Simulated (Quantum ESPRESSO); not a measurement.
**Li3TeBr (Pm-3m): phonons by linear response**

Wanted: phonon bands, density of states and zone-centre response of Li3TeBr (Pm-3m).

Calculated with Quantum ESPRESSO 7.5; DFT LDA, scalar-relativistic, plane waves, PseudoDojo norm-conserving pseudopotentials.

This is a report of a sequence of runs, with most program output left out.

The structure was built from a prototype and need not be the compound's stable phase.

## (1) The structure

The structure is cubic, space group Pm-3m (No. 221). The conventional cell has a = 5.643 Å, b = 5.643 Å, c = 5.643 Å, α = 90.00°, β = 90.00°, γ = 90.00°. Nearest to Br lie 12 Li at 3.99 Å. Te has 6 Li at 2.82 Å nearest. Li has 2 Te at 2.82 Å nearest. Farther neighbours and most contacts between anions are not listed.

Structure file:

```
CELL_PARAMETERS angstrom
5.64300 0.00000 0.00000
0.00000 5.64300 0.00000
0.00000 0.00000 5.64300
ATOMIC_POSITIONS crystal
Br 0.00000 0.00000 0.00000
Te 0.50000 0.50000 0.50000
Li 0.50000 0.50000 0.00000
Li 0.50000 0.00000 0.50000
Li 0.00000 0.50000 0.50000
```

## (2) A first look

A cheap run with smearing and empty bands tells whether the crystal has a gap, which decides between fixed occupations and smearing later on.

probe.in reads:

```
 &control
    calculation='scf',
    prefix='x',
    outdir='./tmp',
    pseudo_dir='./pseudo',
    tprnfor=.true.,
    tstress=.true.,
    verbosity='high',
 /
 &system
    ibrav=1,
    celldm(1)=10.66372452,
    nat=5,
    ntyp=3,
    ecutwfc=82.0,
    occupations='smearing',
    smearing='gaussian',
    degauss=0.01,
 /
 &electrons
    conv_thr=1.0d-07,
    mixing_beta=0.7,
    electron_maxstep=100,
 /
ATOMIC_SPECIES
 Br     79.9040  Br.upf
 Te    127.6000  Te.upf
 Li      6.9400  Li.upf
ATOMIC_POSITIONS crystal
 Br     0.000000000   0.000000000   0.000000000
 Te     0.500000000   0.500000000   0.500000000
 Li     0.500000000   0.500000000   0.000000000
 Li     0.500000000   0.000000000   0.500000000
 Li     0.000000000   0.500000000   0.500000000
K_POINTS automatic
 4 4 4 0 0 0
```

Started as:

```sh
$ OMP_NUM_THREADS=1 mpirun -n 4 pw.x -nk 4 -in probe.in > probe.out
```

The job ended after 11 s (4 MPI ranks of Arm Neoverse V1, shared host; 43 s of CPU time).

Numbers from this step:

```
volume per atom   : 35.94 Å³
pressure          : -3.501 GPa
gap on the k-mesh : 2.524 eV
```

A gap of 2.5 eV opens on this mesh, so the crystal is taken as an insulator; the start stands at -3.5 GPa.

## (3) Relaxing the cell and atoms

The relaxation runs at a cutoff a fifth above that of the response, since stress converges more slowly with the basis than frequencies do. Forces and stress are brought to rest with tight thresholds.

relax.in reads:

```
 &control
    calculation='vc-relax',
    prefix='x',
    outdir='./tmp',
    pseudo_dir='./pseudo',
    tprnfor=.true.,
    tstress=.true.,
    forc_conv_thr=2.0d-05,
    etot_conv_thr=1.0d-07,
    nstep=40,
 /
 &system
    ibrav=1,
    celldm(1)=10.66372452,
    nat=5,
    ntyp=3,
    ecutwfc=98,
    occupations='fixed',
    nbnd=18,
 /
 &electrons
    conv_thr=1.0d-11,
    mixing_beta=0.7,
    electron_maxstep=100,
 /
 &ions
 /
 &cell
    press_conv_thr=0.2,
 /
ATOMIC_SPECIES
 Br     79.9040  Br.upf
 Te    127.6000  Te.upf
 Li      6.9400  Li.upf
ATOMIC_POSITIONS crystal
 Br     0.000000000   0.000000000   0.000000000
 Te     0.500000000   0.500000000   0.500000000
 Li     0.500000000   0.500000000   0.000000000
 Li     0.500000000   0.000000000   0.500000000
 Li     0.000000000   0.500000000   0.500000000
K_POINTS automatic
 4 4 4 0 0 0
```

Started as:

```sh
$ OMP_NUM_THREADS=1 mpirun -n 4 pw.x -nk 4 -in relax.in > relax.out
```

The job ended after 3.2 min (4 MPI ranks).

Relaxation path:

```csv
step,energy less that of the first step (eV),largest force (eV/Å),pressure (GPa),volume (Å³)
1,0.0000,0.0000,-3.50,179.69
2,-0.0690,0.0000,-3.43,176.50
3,-0.1680,0.0000,-3.30,171.79
4,-0.3052,0.0000,-3.05,164.88
5,-0.4809,0.0000,-2.54,154.86
6,-0.6586,0.0000,-1.35,140.62
7,-0.6991,0.0000,0.53,127.34
8,-0.7041,0.0000,-0.06,130.84
9,-0.7042,0.0000,0.00,130.48
10,-0.7042,0.0000,0.00,130.46
11,-0.7026,0.0000,0.00,130.46
```

```csv
"conventional cell, symmetrised",before,after,change
a (Å),5.643,5.072,-10.1 %
b (Å),5.643,5.072,-10.1 %
c (Å),5.643,5.072,-10.1 %
volume (Å³/atom),35.94,26.09,-27.4 %
```

Final coordinates:

```xyz
5
Lattice="5.0718 0.0000 0.0000 0.0000 5.0718 0.0000 0.0000 0.0000 5.0718" Properties=species:S:1:pos:R:3 pbc="T T T"
Br    0.0000    0.0000    0.0000
Te    2.5359    2.5359    2.5359
Li    2.5359    2.5359    0.0000
Li    2.5359    0.0000    2.5359
Li    0.0000    2.5359    2.5359
```

The last row of the table of steps is pw.x's closing run on a basis chosen anew for the final cell, so its energy can jump.

Read from the output:

| Quantity | Value |
| --- | --- |
| volume per atom | 26.09 Å³ |
| pressure | -0.004 GPa |
| gap on the k-mesh | 3.058 eV |

The volume changes by -27.4 % from the cell with which this run began.

## (4) Self-consistent run for the response

Perturbation theory inherits every error of the wavefunctions, so the threshold is set near the limit of the arithmetic. With a gap, occupations are fixed, which also allows the response to an electric field.

scf.in reads:

```
 &control
    calculation='scf',
    prefix='x',
    outdir='./tmp',
    pseudo_dir='./pseudo',
    tprnfor=.true.,
    tstress=.true.,
 /
 &system
    ibrav=1,
    celldm(1)=9.58428913,
    nat=5,
    ntyp=3,
    ecutwfc=82.0,
    occupations='fixed',
    nbnd=18,
 /
 &electrons
    conv_thr=1.0d-12,
    mixing_beta=0.7,
    electron_maxstep=100,
 /
ATOMIC_SPECIES
 Br     79.9040  Br.upf
 Te    127.6000  Te.upf
 Li      6.9400  Li.upf
ATOMIC_POSITIONS crystal
 Br     0.000000000   0.000000000   0.000000000
 Te     0.500000000   0.500000000   0.500000000
 Li     0.500000000   0.500000000   0.000000000
 Li     0.500000000   0.000000000   0.500000000
 Li     0.000000000   0.500000000   0.500000000
K_POINTS automatic
 4 4 4 0 0 0
```

Started as:

```sh
$ OMP_NUM_THREADS=1 mpirun -n 4 pw.x -nk 4 -in scf.in > scf.out
```

It took 13 s on 4 MPI ranks.

The cell stands at -0.004 GPa, close enough for phonons.

## (5) Phonons on a q mesh

Linear response treats each wavevector in the unit cell, with no supercell; the 2×2×2 mesh fixes the range of the force constants to be had.

ph.in reads:

```
phonons
 &inputph
    prefix='x',
    outdir='./tmp',
    fildyn='x.dyn',
    tr2_ph=1.0d-18,
    epsil=.true.,
    ldisp=.true.,
    nq1=2,
    nq2=2,
    nq3=2,
 /
```

Started as:

```sh
$ OMP_NUM_THREADS=1 mpirun -n 4 ph.x -nk 4 -in ph.in > ph.out
```

Wall time 35 min (4 MPI ranks); 2.3 h of CPU time.

Numbers from this step:

| Item | Value |
| --- | --- |
| miss of the charge sum rule | 0.01784 e |
| largest acoustic frequency at the zone centre before the sum rule | -2.16 cm⁻¹ |
| highest optical zone-centre mode (no LO-TO term) | 527.9 cm⁻¹ |
| lowest optical zone-centre mode | -168.8 cm⁻¹ |
| mean high-frequency dielectric constant | 3.823 |
| largest Born charge in size (third of the trace) | 1.643 e |
| lowest mode on the q mesh (acoustic ones at the zone centre apart) | -194.2 cm⁻¹ |

Frequencies (cm⁻¹) at each irreducible wavevector; negative means imaginary. Frequencies by wavevector:

```csv
q (fractions),star,mode 1,mode 2,mode 3,mode 4,mode 13,mode 14,mode 15
0 0 0,1,-168.8,-168.8,-168.8,-166.7,527.9,527.9,527.9
0 0 -0.5,3,-157.1,-157.1,-154.2,-154.2,527.9,527.9,533.5
0 -0.5 -0.5,3,-191.5,-170.3,-170.3,-136.7,502.1,527.7,559.1
-0.5 -0.5 -0.5,1,-194.2,-194.2,-194.2,-134.4,502.3,502.3,569.5
```

Born charge (rows field, columns displacement), before the sum rule (e), principal values of the symmetric part by kind of site:

```csv
atom,atoms with these values,low,middle,high,mean
Br1,1,-1.64,-1.64,-1.64,-1.64
Te2,1,-1.52,-1.52,-1.52,-1.52
Li3,3,0.92,0.92,1.30,1.05
```

In full for Br1:

```
-1.64  0.00  0.00
 0.00 -1.64  0.00
 0.00  0.00 -1.64
```

High-frequency dielectric tensor:

```
3.82 0.00 0.00
0.00 3.82 0.00
0.00 0.00 3.82
```

The acoustic modes at Γ come out as far as 2.2 cm⁻¹ from zero, where they should vanish, a small numerical error; the Born charges miss their sum rule by 0.018 e, which is good. The lowest optical mode is imaginary, 169i cm⁻¹, an instability at this level and on this k mesh.

## (6) Fourier transform to real space

The dynamical matrices of the mesh are Fourier-transformed to force constants in real space, after the long-range dipole part is taken out.

q2r.in reads:

```
 &input
    fildyn='x.dyn',
    zasr='simple',
    flfrc='x.fc',
 /
```

Started as:

```sh
$ q2r.x < q2r.in > q2r.out
```

The job ended after 0.47 s (1 thread).

## (7) Dispersion

From the force constants any wavevector is cheap; points of the mesh come back as solved, but for the sum rule and, in polar crystals, the LO-TO term at Γ; the rest is interpolation.

matdyn.in reads:

```
 &input
    asr='simple',
    flfrc='x.fc',
    flfrq='x.freq',
    flvec='x.modes',
    q_in_band_form=.true.,
    q_in_cryst_coord=.true.,
 /
8
  0.0000000   0.0000000   0.0000000  12  ! GAMMA
  0.0000000   0.5000000   0.0000000  12  ! X
  0.5000000   0.5000000   0.0000000  12  ! M
  0.0000000   0.0000000   0.0000000  12  ! GAMMA
  0.5000000   0.5000000   0.5000000  12  ! R
  0.0000000   0.5000000   0.0000000   1  ! X
  0.5000000   0.5000000   0.5000000  12  ! R
  0.5000000   0.5000000   0.0000000   1  ! M
```

Started as:

```sh
$ matdyn.x -in matdyn.in > matdyn.out
```

It took 0.66 s on 1 thread.

Read from the output:

```yaml
lowest_frequency_on_the_path: -194.2 cm⁻¹
```

Matdyn.x, sum rule simple. Phonon branches along the path, in cm⁻¹:

```csv
point,branch 1,branch 2,branch 3,branch 4,branch 12,branch 13,branch 14,branch 15
Γ,-169,-169,-167,-167,59,528,528,552
halfway,-163,-163,-160,-160,93,528,528,543
X,-157,-157,-154,-154,127,528,528,534
halfway,-190,-162,-149,-148,145,509,528,553
M,-192,-170,-170,-137,191,502,528,559
halfway,-188,-161,-156,-153,108,514,528,553
Γ,-169,-169,-167,-167,59,528,528,552
halfway,-183,-182,-182,-120,104,515,515,560
R,-194,-194,-194,-134,120,502,502,570
halfway,-188,-184,-176,-139,127,507,516,562
X,-157,-157,-154,-154,127,528,528,534
jump to R,-194,-194,-194,-134,120,502,502,570
halfway,-193,-185,-185,-135,148,502,513,566
M,-192,-170,-170,-137,191,502,528,559
```

The path dips to 194i cm⁻¹.

## (8) Density of states

Sums over the zone need many more wavevectors than were solved, so the interpolation is sampled on a dense mesh.

matdyn.in reads:

```
 &input
    asr='simple',
    flfrc='x.fc',
    dos=.true.,
    fldos='x.dos',
    nk1=9,
    nk2=9,
    nk3=9,
    deltaE=1.0,
 /
```

Started as:

```sh
$ matdyn.x -in matdyn.in > matdyn.out
```

The job ended after 9.3 s (1 thread).

This step gave:

```yaml
share_of_modes_beyond_3i_cm_minus1_on_the_dense_interpolated_mesh: 0.3702
```

The phonon density of states has structure finer than the step of the table below, so its rows give means over 25 cm⁻¹, whole bins alone (the curve runs from -193 to 567 cm⁻¹). Peaks (cm⁻¹: height): total -188.3: 0.0993, -168.3: 0.0998, 56.7: 0.0911, 526.7: 0.116; Br -133.3: 0.0171, 56.7: 0.0517; Li -188.3: 0.0987, -168.3: 0.0947, -138.3: 0.0663, 526.7: 0.111; Te 46.7: 0.0320, 116.7: 0.0505.

Tetrahedra. Phonon density of states against wavenumber; means over each step; values in 1/cm⁻¹/cell:

```csv
wavenumber (cm⁻¹),total,Br,Li,Te
-175,0.0817,0.00256,0.0791,1.0e-4
-150,0.0548,0.00348,0.0513,4.1e-5
-125,0.0399,0.0100,0.0298,4.2e-5
-100,0.00308,0.00170,0.00138,2.2e-6
-75,0.00391,0.00290,0.00100,1.1e-5
-50,0.00612,0.00508,0.00101,2.4e-5
-25,0.00796,0.00691,9.2e-4,1.3e-4
0,0.00827,0.00604,0.00114,0.00109
25,0.0195,0.00960,0.00277,0.00714
50,0.0695,0.0355,0.00779,0.0263
75,0.0561,0.0211,0.0109,0.0240
100,0.0526,0.00985,0.0118,0.0310
125,0.0384,0.00419,0.0117,0.0225
150,0.00763,6.6e-4,0.00642,5.5e-4
175,0.00293,7.4e-5,0.00284,1.3e-5
200,3.5e-5,0,3.5e-5,0
225,0,0,0,0
250,0,0,0,0
275,0,0,0,0
300,0,0,0,0
325,0,0,0,0
350,0,0,0,0
375,0,0,0,0
400,0,0,0,0
425,0,0,0,0
450,0,0,0,0
475,0,0,0,0
500,0.0305,0,0.0302,3.1e-4
525,0.0533,1.6e-7,0.0514,0.00188
550,0.0323,1.9e-5,0.0316,6.0e-4
```

## (9) Zone-centre analysis

A rigid shift of the crystal must cost nothing, but grids and finite bases break this; the acoustic sum rule is imposed before the matrix is diagonalised again. With Born charges the intensities follow; a static dielectric tensor has no meaning with imaginary modes.

dynmat.in reads:

```
 &input
    fildyn='x.dyn1',
    asr='simple',
    fileig='dynmat.eig',
    lperm=.true.,
 /
```

Started as:

```sh
$ dynmat.x -in dynmat.in > dynmat.out
```

The job ended after 0.44 s (1 thread).

Unit eigenvectors of the mass-weighted matrix after the sum rule; no LO-TO term. Modes at Γ, with each element's share of the kinetic energy (negative means imaginary):

```csv
mode,frequency (cm⁻¹),Br %,Te %,Li %
1,-168.8,10,0,90
2,-168.8,10,0,90
3,-168.8,10,0,90
4,-166.6,0,0,100
5,-166.6,0,0,100
6,-166.6,0,0,100
7,0.0,35,56,9
8,0.0,35,56,9
9,0.0,35,56,9
10,58.0,55,39,6
11,58.0,55,39,6
12,58.0,55,39,6
13,527.9,0,5,95
14,527.9,0,5,95
15,527.9,0,5,95
```

Displacements in mode 2 (-168.8 cm⁻¹), the largest set to 1:
```
Br1  0.00  0.00 -0.14
Te2  0.00  0.00 -0.02
Li3  0.00 -0.01  0.02
Li4  0.00  0.00  1.00
Li5  0.00 -0.01  1.00
```

Displacements in mode 13 (527.9 cm⁻¹), the largest set to 1:
```
Br1  0.00  0.00  0.00
Te2  0.01  0.00 -0.05
Li3  0.00  0.00  1.00
Li4  0.00  0.00 -0.02
Li5 -0.16  0.00 -0.02
```

Degenerate modes summed, no LO-TO term; imaginary modes left out. Infrared lines, with heights relative to the strongest:

```csv
position (cm⁻¹),lines merged,"IR intensity, relative"
58,3,0.1
528,3,100
```

The rule moves no optical mode by more than 0.1 cm⁻¹.

## (10) Sum rules set otherwise (asr no)

Without the rule the raw error of the acoustic modes shows.

dynmat.in reads:

```
 &input
    fildyn='x.dyn1',
    asr='no',
    fileig='dynmat.eig',
    lperm=.true.,
 /
```

Started as:

```sh
$ dynmat.x -in dynmat.in > dynmat.out
```

It took 0.45 s on 1 thread.

Zone-centre frequencies as printed; negative means imaginary. Modes:

```csv
mode,frequency (cm⁻¹)
1,-168.8
2,-168.8
3,-168.8
4,-166.7
5,-166.7
6,-166.7
7,-2.16
8,-2.16
9,-2.16
10,57.99
11,57.99
12,57.99
13,527.9
14,527.9
15,527.9
```

Against the first rule no mode moves by more than 2.2 cm⁻¹.

## (11) Sum rules set otherwise: a sum rule for molecules or wires on a crystal

This rule also removes rotations, which suits molecules and not a crystal; it is tried to see the harm.

dynmat.in reads:

```
 &input
    fildyn='x.dyn1',
    asr='zero-dim',
    fileig='dynmat.eig',
    lperm=.true.,
 /
```

Started as:

```sh
$ dynmat.x -in dynmat.in > dynmat.out
```

Wall time 0.45 s (1 thread).

The program raised no error, yet the settings are not those of a careful run.

The fault: a sum rule for molecules or wires on a crystal; 3 optical modes are projected out to zero frequency, as if they were rotations.

For a crystal the rule has to be 'simple' or 'crystal'.

Zone-centre frequencies as printed; negative means imaginary. Modes:

```csv
mode,frequency (cm⁻¹)
1,-177.5
2,-177.5
3,-168.8
4,-116
5,-116
6,0
7,0
8,0
9,0
10,0
11,0
12,57.99
13,522
14,522
15,527.9
```

## (12) The LO-TO splitting (1 0 0)

A longitudinal polar mode sets up a macroscopic field that stiffens it; the term hangs on the direction from which q goes to zero.

dynmat.in reads:

```
 &input
    fildyn='x.dyn1',
    asr='simple',
    fileig='dynmat.eig',
    q(1)=1.0,
    q(2)=0.0,
    q(3)=0.0,
 /
```

Started as:

```sh
$ dynmat.x -in dynmat.in > dynmat.out
```

Elapsed: 0.44 s, on 1 thread.

This step gave:

```
highest mode moved by the LO-TO term : 552.5 cm⁻¹
```

Zone-centre frequencies as printed; negative means imaginary. Modes:

```csv
mode,frequency (cm⁻¹)
1,-168.8
2,-168.8
3,-166.6
4,-166.6
5,-166.6
6,-40.68
7,0
8,0
9,0
10,58.03
11,58.03
12,59.32
13,527.9
14,527.9
15,552.5
```

The field moves 3 modes; the highest of them now lies at 552 cm⁻¹, where the highest that moved away lay at 528.

## (13) The dispersion under another sum rule (asr all)

The sum rule corrects the force constants themselves, so it can shift branches at any wavevector, low ones most.

matdyn.in reads:

```
 &input
    asr='all',
    flfrc='x.fc',
    flfrq='x.freq',
    flvec='x.modes',
    q_in_band_form=.true.,
    q_in_cryst_coord=.true.,
 /
8
  0.0000000   0.0000000   0.0000000   8  ! GAMMA
  0.0000000   0.5000000   0.0000000   8  ! X
  0.5000000   0.5000000   0.0000000   8  ! M
  0.0000000   0.0000000   0.0000000   8  ! GAMMA
  0.5000000   0.5000000   0.5000000   8  ! R
  0.0000000   0.5000000   0.0000000   1  ! X
  0.5000000   0.5000000   0.5000000   8  ! R
  0.5000000   0.5000000   0.0000000   1  ! M
```

Started as:

```sh
$ matdyn.x -in matdyn.in > matdyn.out
```

The job ended after 0.62 s (1 thread).

At the labelled points the branches move by no more than 0.3 cm⁻¹. The log warns that this rule wants the long-range part of the force constants stored apart (write_lr, read_lr) in a polar crystal, which was not done.

## (14) Results

```json
{
 "space group after relaxation": "Pm-3m",
 "volume per atom": "26.1 Å³",
 "gap on the k-mesh": "3.06 eV",
 "highest optical zone-centre mode (no LO-TO term)": "527.9 cm⁻¹",
 "lowest optical zone-centre mode": "-168.8 cm⁻¹",
 "highest mode moved by the LO-TO term": "552.5 cm⁻¹",
 "mean high-frequency dielectric constant": "3.82",
 "largest Born charge in size (third of the trace)": "1.64 e",
 "q mesh": "2×2×2",
 "lowest mode on the q mesh (acoustic ones at the zone centre apart)": "-194.2 cm⁻¹",
 "imaginary modes on the q mesh": "yes"
}
```

**Reading.** Li3TeBr (Pm-3m) is unstable: a mode solved on the 2×2×2 mesh is imaginary, 194i cm⁻¹; its spectrum reaches 570 cm⁻¹. At the LDA level the optical modes of Li3TeBr (Pm-3m) at the zone centre (no LO-TO term) run from 169i to 528 cm⁻¹, so the structure is a saddle point, with 6 modes beyond 10i cm⁻¹ there. Along the directions run, the highest mode that the macroscopic field moves lies at 553 cm⁻¹. The most unstable solved mode lies at q = (-0.5, -0.5, -0.5), on the zone boundary, so the distortion that it points to doubles the cell. Of the 12 optical modes, 9 are infrared active alone and 3 are silent. These are harmonic frequencies at zero temperature: anharmonic shifts and linewidths and thermal expansion are left out. Spin-orbit coupling is left out, which can matter for the heavy elements here. The structure is a hypothetical one, built on a prototype.

[Host names and launcher messages were left out of these logs when they were recorded.]

[Logs are printed without paths, hosts, clocks, repeated set-up lines and the standing remarks that a program may print on its own settings, such as how far it seeks lower states.]

[Hosts, paths, dates, database ids (printed as entryN), source tags and the programs' standing remarks are cut or masked in the printed files.]
